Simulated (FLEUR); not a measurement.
## Magnetic state of LuFe2B2 from several starts

Wanted: the moments of LuFe2B2 and the energy of each order that was tried.

Calculated with FLEUR MaX-R8.1; LDA (VWN); all-electron FLAPW, Dirac cores, scalar-relativistic bands.

Report form: the programs' logs are mostly left out.

The database entry behind the starting cell has ideal inner coordinates that were not refined, so it need not match the best structure at ambient conditions.

## Step 1: Set-up

Symmetry: I4/mmm, No. 139, tetragonal system. The conventional cell has a = 3.499 Å, b = 3.499 Å, c = 9.288 Å, α = 90.00°, β = 90.00°, γ = 90.00°. Nearest to Lu lie 8 B at 2.73 Å and 8 Fe at 2.91 Å. Nearest to Fe lie 4 B at 2.10 Å and 4 Fe at 2.47 Å and 4 Lu at 2.91 Å. Nearest to B lie 4 Fe at 2.10 Å and 1 B at 2.32 Å and 4 Lu at 2.73 Å. Farther neighbours are not listed.

Structure file:

```cif
data_structure
_symmetry_space_group_name_H-M 'I4/mmm'
_symmetry_Int_Tables_number 139
_cell_length_a 3.4990
_cell_length_b 3.4990
_cell_length_c 9.2880
_cell_angle_alpha 90.000
_cell_angle_beta 90.000
_cell_angle_gamma 90.000
_cell_volume 113.71
loop_
_atom_site_label
_atom_site_type_symbol
_atom_site_symmetry_multiplicity
_atom_site_Wyckoff_symbol
_atom_site_fract_x
_atom_site_fract_y
_atom_site_fract_z
_atom_site_occupancy
Lu1 Lu 2 a 0.00000 0.00000 0.00000 1
Fe1 Fe 4 d 0.00000 0.50000 0.25000 1
B1 B 4 e 0.00000 0.00000 0.37500 1
```

## Step 2: Run 1 (ferro ++)

The parallel start is the test of whether parallel moments hold.

inpgen writes inp.xml from crystal.txt; cutoffs, mixing, functional, smearing and local orbitals are then set in the file. The k list default-1 (kpts.xml, not shown) is a Γ-centred 12×12×12 mesh; where the ranks do not divide the number of points, some are split in two of half the weight.

inp.xml

```
<?xml version="1.0" encoding="UTF-8" standalone="no"?>
<fleurInput fleurInputVersion="0.39">
   <comment>
      LuFe2B2
   </comment>
   <calculationSetup>
      <cutoffs Kmax="4.29" Gmax="12.9" GmaxXC="12.9" numbands="0"/>
      <scfLoop itmax="90" minDistance="0.00002" maxIterBroyd="15" imix="Anderson" alpha="0.05" precondParam="0.0" spinf="2.0" sdNocoIR="T"/>
      <coreElectrons ctail="T" frcor="F" kcrel="0" coretail_lmax="0"/>
      <xcFunctional name="vwn" relativisticCorrections="F"/>
      <magnetism jspins="2"/>
      <soc l_soc="F" theta="0.0" phi="0.0" spav="F"/>
      <expertModes spex="0" secvar="F"/>
      <geometryOptimization l_f="F" forcealpha="1.0" forcemix="BFGS" epsdisp="0.00001" epsforce="0.00001"/>
      <ldaU l_linMix="F" mixParam="0.05" spinf="1.0"/>
   </calculationSetup>
   <cell>
      <bzIntegration valenceElectrons="63.0" mode="hist" fermiSmearingEnergy="0.00110248">
         <kPointListSelection listName="default-1"/>
         <xi:include xmlns:xi="http://www.w3.org/2001/XInclude" href="kpts.xml"> </xi:include>
      </bzIntegration>
      <xi:include xmlns:xi="http://www.w3.org/2001/XInclude" href="sym.xml"> </xi:include>
      <bulkLattice scale="1.0">
         <bravaisMatrix>
            <row-1>   -3.3060758549877001     3.3060758549877001     8.7758881226423995</row-1>
            <row-2>    3.3060758549877001    -3.3060758549877001     8.7758881226423995</row-2>
            <row-3>    3.3060758549877001     3.3060758549877001    -8.7758881226423995</row-3>
         </bravaisMatrix>
      </bulkLattice>
   </cell>
   <atomSpecies>
      <species name="Lutetium (Lu)" element="Lu" atomicNumber="71">
         <mtSphere radius="2.8" gridPoints="925" logIncrement="0.014"/>
         <atomicCutoffs lmax="10" lnonsphr="8"/>
         <electronConfig flipSpins="F">
            <coreConfig>(1s1/2) (2s1/2) (2p1/2) (2p3/2) (3s1/2) (3p1/2) (3p3/2) (4s1/2) (3d3/2) (3d5/2) (4p1/2) (4p3/2) (4d3/2) (4d5/2)</coreConfig>
            <valenceConfig>(5s1/2) (5p1/2) (5p3/2) (6s1/2) (4f5/2) (4f7/2) (5d3/2) (5d5/2)</valenceConfig>
            <stateOccupation state="(5d3/2)" spinUp="0.200000" spinDown="0.200000"/>
            <stateOccupation state="(5d5/2)" spinUp="0.300000" spinDown="0.300000"/>
         </electronConfig>
         <energyParameters s="6" p="6" d="5" f="4"/>
         <lo type="SCLO" l="0" n="5" eDeriv="0"/>
         <lo type="SCLO" l="1" n="5" eDeriv="0"/>
      </species>
      <species name="Iron (Fe) 2.801" element="Fe" atomicNumber="26">
         <mtSphere radius="2.28" gridPoints="753" logIncrement="0.016"/>
         <atomicCutoffs lmax="8" lnonsphr="6"/>
         <electronConfig flipSpins="F">
            <coreConfig>(1s1/2) (2s1/2) (2p1/2) (2p3/2)</coreConfig>
            <valenceConfig>(3s1/2) (3p1/2) (3p3/2) (4s1/2) (3d3/2) (3d5/2)</valenceConfig>
            <stateOccupation state="(3d3/2)" spinUp="1.4005" spinDown="0.9995"/>
            <stateOccupation state="(3d5/2)" spinUp="3.0" spinDown="0.6"/>
         </electronConfig>
         <energyParameters s="4" p="4" d="3" f="4"/>
         <lo type="SCLO" l="0" n="3" eDeriv="0"/>
         <lo type="SCLO" l="1" n="3" eDeriv="0"/>
      </species>
      <species name="Boron (B)" element="B" atomicNumber="5">
         <mtSphere radius="1.4" gridPoints="463" logIncrement="0.022"/>
         <atomicCutoffs lmax="6" lnonsphr="4"/>
         <electronConfig flipSpins="F">
            <coreConfig>(1s1/2)</coreConfig>
            <valenceConfig>(2s1/2) (2p1/2) (2p3/2)</valenceConfig>
            <stateOccupation state="(2p1/2)" spinUp="0.166667" spinDown="0.166667"/>
            <stateOccupation state="(2p3/2)" spinUp="0.333333" spinDown="0.333333"/>
         </electronConfig>
         <energyParameters s="2" p="2" d="3" f="4"/>
      </species>
   </atomSpecies>
   <atomGroups>
      <atomGroup species="Lutetium (Lu)">
         <relPos label="                   1">.0000000000 .0000000000 .0000000000</relPos>
         <force calculate="T" relaxXYZ="TTT"/>
      </atomGroup>
      <atomGroup species="Iron (Fe) 2.801">
         <relPos label="                   2">-1.000/4.000 1.000/4.000 1.000/2.000</relPos>
         <relPos label="                   3">1.000/4.000 -1.000/4.000 1.000/2.000</relPos>
         <force calculate="T" relaxXYZ="TTT"/>
      </atomGroup>
      <atomGroup species="Boron (B)">
         <relPos label="                   4">3.000/8.000 3.000/8.000 .0000000000</relPos>
         <relPos label="                   5">-3.000/8.000 -3.000/8.000 .0000000000</relPos>
         <force calculate="T" relaxXYZ="TTT"/>
      </atomGroup>
   </atomGroups>
   <output dos="F" band="F" slice="F">
      <bandDOS minEnergy="-.5*Htr" maxEnergy="0.5*Htr" sigma="0.015" storeEVData="T"/>
      <plotting iplot="0" polar="F">
         <plot TwoD="T" vec1="  1.0  0.0  0.0" vec2="  0.0  1.0  0.0" vec3="  0.0  0.0  1.0" zero="  0.0  0.0  0.0" file="plot"/>
      </plotting>
      <moessbauerParams electricFieldGradient="F" isomerShift="F" coreHyperfine="F" valenceHyperfine="F"/>
   </output>
</fleurInput>
```

crystal.txt

```
LuFe2B2
&input film=F cartesian=F /
-1.74950000000  1.74950000000  4.64400000000
1.74950000000  -1.74950000000  4.64400000000
1.74950000000  1.74950000000  -4.64400000000
1.8897261246
1.0 1.0 1.0

5
71 0.00000000000  0.00000000000  0.00000000000
26 0.75000000000  0.25000000000  0.50000000000 : 2.801
26 0.25000000000  0.75000000000  0.50000000000 : 2.801
5 0.37500000000  0.37500000000  0.00000000000
5 0.62500000000  0.62500000000  0.00000000000

&kpt div1=12 div2=12 div3=12 gamma=T /
```

Started as:

```sh
> OMP_NUM_THREADS=1 inpgen -f crystal.txt > inpgen.log  # inp.xml is then edited as shown
> OMP_NUM_THREADS=1 mpirun -n 4 fleur_MPI > fleur.log
```

It took 6.2 min on 4 MPI ranks of Arm Neoverse V1, shared host; peak memory 0.38 GiB; 25 min of CPU time.

Spin moment in the muffin-tin sphere by atom:

| atom | spin moment in the muffin-tin sphere (μB) |
| --- | --- |
| Lu1 | -0.03 |
| Fe2 | 1.11 |
| Fe3 | 1.11 |
| B4 | -0.04 |
| B5 | -0.04 |

This step gave:

| Item | Value |
| --- | --- |
| free energy | -467026.0183 eV |
| program's band gap on this mesh (in a metal only a level spacing) | 9.26e-4 eV |
| magnetization | 2.034 μB |
| final state | ferromagnetic |

After 32 cycles the largest moment stands at 1.11 μB.

## Step 3: Start 2: antiferro +-

Another pattern of signs weighs the neighbour shells otherwise.

Edit inp.xml of step 2 so:

```diff
@@ -57,2 +57,15 @@
       </species>
+      <species name="Iron (Fe) -2.801" element="Fe" atomicNumber="26">
+         <mtSphere radius="2.28" gridPoints="753" logIncrement="0.016"/>
+         <atomicCutoffs lmax="8" lnonsphr="6"/>
+         <electronConfig flipSpins="F">
+            <coreConfig>(1s1/2) (2s1/2) (2p1/2) (2p3/2)</coreConfig>
+            <valenceConfig>(3s1/2) (3p1/2) (3p3/2) (4s1/2) (3d3/2) (3d5/2)</valenceConfig>
+            <stateOccupation state="(3d3/2)" spinUp="0.9995" spinDown="1.4005"/>
+            <stateOccupation state="(3d5/2)" spinUp="0.6" spinDown="3.0"/>
+         </electronConfig>
+         <energyParameters s="4" p="4" d="3" f="4"/>
+         <lo type="SCLO" l="0" n="3" eDeriv="0"/>
+         <lo type="SCLO" l="1" n="3" eDeriv="0"/>
+      </species>
       <species name="Boron (B)" element="B" atomicNumber="5">
@@ -76,2 +89,5 @@
          <relPos label="                   2">-1.000/4.000 1.000/4.000 1.000/2.000</relPos>
+         <force calculate="T" relaxXYZ="TTT"/>
+      </atomGroup>
+      <atomGroup species="Iron (Fe) -2.801">
          <relPos label="                   3">1.000/4.000 -1.000/4.000 1.000/2.000</relPos>
```

Edit crystal.txt of step 2 so:

```diff
@@ -11,3 +11,3 @@
 26 0.75000000000  0.25000000000  0.50000000000 : 2.801
-26 0.25000000000  0.75000000000  0.50000000000 : 2.801
+26 0.25000000000  0.75000000000  0.50000000000 : -2.801
 5 0.37500000000  0.37500000000  0.00000000000
```

Wall time 19 min (4 MPI ranks); peak memory 0.5 GiB; 76 min of CPU time.

The spin moment in the muffin-tin sphere vanishes on all atoms.

Read from the output:

```yaml
free_energy: -467025.9214 eV
program_s_band_gap_on_this_mesh_in_a_metal_only_a_level_spacing: 8.49e-8 eV
final_state: non-magnetic
```

It lies 48.4 meV a seeded atom over the first start.

## Step 4: Run 3 (no spin polarisation)

Without spin polarisation no moment can form, so the difference from the other runs is what forming moments gains.

Edit inp.xml of step 3 so:

```diff
@@ -10,3 +10,3 @@
       <xcFunctional name="vwn" relativisticCorrections="F"/>
-      <magnetism jspins="2"/>
+      <magnetism jspins="1"/>
       <soc l_soc="F" theta="0.0" phi="0.0" spav="F"/>
@@ -44,3 +44,3 @@
       </species>
-      <species name="Iron (Fe) 2.801" element="Fe" atomicNumber="26">
+      <species name="Iron (Fe)" element="Fe" atomicNumber="26">
          <mtSphere radius="2.28" gridPoints="753" logIncrement="0.016"/>
@@ -50,17 +50,4 @@
             <valenceConfig>(3s1/2) (3p1/2) (3p3/2) (4s1/2) (3d3/2) (3d5/2)</valenceConfig>
-            <stateOccupation state="(3d3/2)" spinUp="1.4005" spinDown="0.9995"/>
-            <stateOccupation state="(3d5/2)" spinUp="3.0" spinDown="0.6"/>
-         </electronConfig>
-         <energyParameters s="4" p="4" d="3" f="4"/>
-         <lo type="SCLO" l="0" n="3" eDeriv="0"/>
-         <lo type="SCLO" l="1" n="3" eDeriv="0"/>
-      </species>
-      <species name="Iron (Fe) -2.801" element="Fe" atomicNumber="26">
-         <mtSphere radius="2.28" gridPoints="753" logIncrement="0.016"/>
-         <atomicCutoffs lmax="8" lnonsphr="6"/>
-         <electronConfig flipSpins="F">
-            <coreConfig>(1s1/2) (2s1/2) (2p1/2) (2p3/2)</coreConfig>
-            <valenceConfig>(3s1/2) (3p1/2) (3p3/2) (4s1/2) (3d3/2) (3d5/2)</valenceConfig>
-            <stateOccupation state="(3d3/2)" spinUp="0.9995" spinDown="1.4005"/>
-            <stateOccupation state="(3d5/2)" spinUp="0.6" spinDown="3.0"/>
+            <stateOccupation state="(3d3/2)" spinUp="1.200000" spinDown="1.200000"/>
+            <stateOccupation state="(3d5/2)" spinUp="1.800000" spinDown="1.800000"/>
          </electronConfig>
@@ -87,7 +74,4 @@
       </atomGroup>
-      <atomGroup species="Iron (Fe) 2.801">
+      <atomGroup species="Iron (Fe)">
          <relPos label="                   2">-1.000/4.000 1.000/4.000 1.000/2.000</relPos>
-         <force calculate="T" relaxXYZ="TTT"/>
-      </atomGroup>
-      <atomGroup species="Iron (Fe) -2.801">
          <relPos label="                   3">1.000/4.000 -1.000/4.000 1.000/2.000</relPos>
```

Edit crystal.txt of step 3 so:

```diff
@@ -10,4 +10,4 @@
 71 0.00000000000  0.00000000000  0.00000000000
-26 0.75000000000  0.25000000000  0.50000000000 : 2.801
-26 0.25000000000  0.75000000000  0.50000000000 : -2.801
+26 0.75000000000  0.25000000000  0.50000000000
+26 0.25000000000  0.75000000000  0.50000000000
 5 0.37500000000  0.37500000000  0.00000000000
```

The job ended after 2.2 min (4 MPI ranks; peak memory 0.29 GiB; 8.9 min of CPU time).

Numbers from this step:

```
free energy                                                       : -467025.9214 eV
program's band gap on this mesh (in a metal only a level spacing) : 2.56e-4 eV
final state                                                       : non-magnetic (no spin polarisation)
```

It lies 48.4 meV a seeded atom over the first start.

## Step 5: A faulty input

A slip in the input shows what the program catches and what it lets pass.

Edit inp.xml of step 2 so:

```diff
@@ -6,4 +6,4 @@
    <calculationSetup>
-      <cutoffs Kmax="4.29" Gmax="12.9" GmaxXC="12.9" numbands="0"/>
-      <scfLoop itmax="90" minDistance="0.00002" maxIterBroyd="15" imix="Anderson" alpha="0.05" precondParam="0.0" spinf="2.0" sdNocoIR="T"/>
+      <cutoffs Kmax="400" Gmax="12.9" GmaxXC="12.9" numbands="0"/>
+      <scfLoop itmax="75" minDistance="0.00002" maxIterBroyd="15" imix="Anderson" alpha="0.05" precondParam="0.0" spinf="2.0" sdNocoIR="T"/>
       <coreElectrons ctail="T" frcor="F" kcrel="0" coretail_lmax="0"/>
```

crystal.txt is that of step 2.

Elapsed: 4 min, on 4 MPI ranks; peak memory 0.13 GiB.

The run was cut off at its time limit.

The fault in the input: a cutoff typed in eV.

Kmax is a wavevector in 1/bohr, usually 3.5 to 5.

## Step 6: Energies of the orders

Free energies are divided by the number of seeded atoms.

Orders:

| start | final state | typed order kept | energy over the lowest (meV a seeded atom) | largest sphere moment (μB) | net moment (μB a primitive cell) | mesh matched | CPU time (s) |
| --- | --- | --- | --- | --- | --- | --- | --- |
| ferro ++ | ferromagnetic | yes | 0 | 1.107 | 2.034 | yes | 1484 |
| antiferro +- | non-magnetic | no | 48.42 | 0 | 0 | yes | 4531 |
| no spin polarisation | non-magnetic | - | 48.42 | 0 | 0 | yes | 536.4 |

## Step 7: Summary of results

| Quantity | Value |
| --- | --- |
| lowest state found | ferromagnetic (typed ferro ++) |
| largest site spin moment | 1.11 μB |
| next finished state | non-magnetic, 48.4 meV a seeded atom higher |
| energy gained by spin polarisation | 48.4 meV a seeded atom |

What this shows: The lowest state found is ferromagnetic, reached from the start ferro ++, with moments up to 1.11 μB. 1 start left the typed pattern (a sign turned, or a seeded moment died or shrank under 0.15 μB), so such an energy belongs to the state reached, not the one typed. This is the lowest of 3 finished starts, no proof of the ground state.

[Logs and program files are shortened in this print: banners, set-up blocks, solver, clock and traceback lines can be left out without a mark of their own.]

[Logs are printed without paths, hosts, clocks, repeated set-up lines and the standing remarks that a program may print on its own settings, such as how far it seeks lower states.]

[Hosts, paths, dates, database ids (printed as entryN), source tags and the programs' standing remarks are cut or masked in the printed files.]

[Where a cell is said to come from a database of computed structures, the database is the Materials Project.]
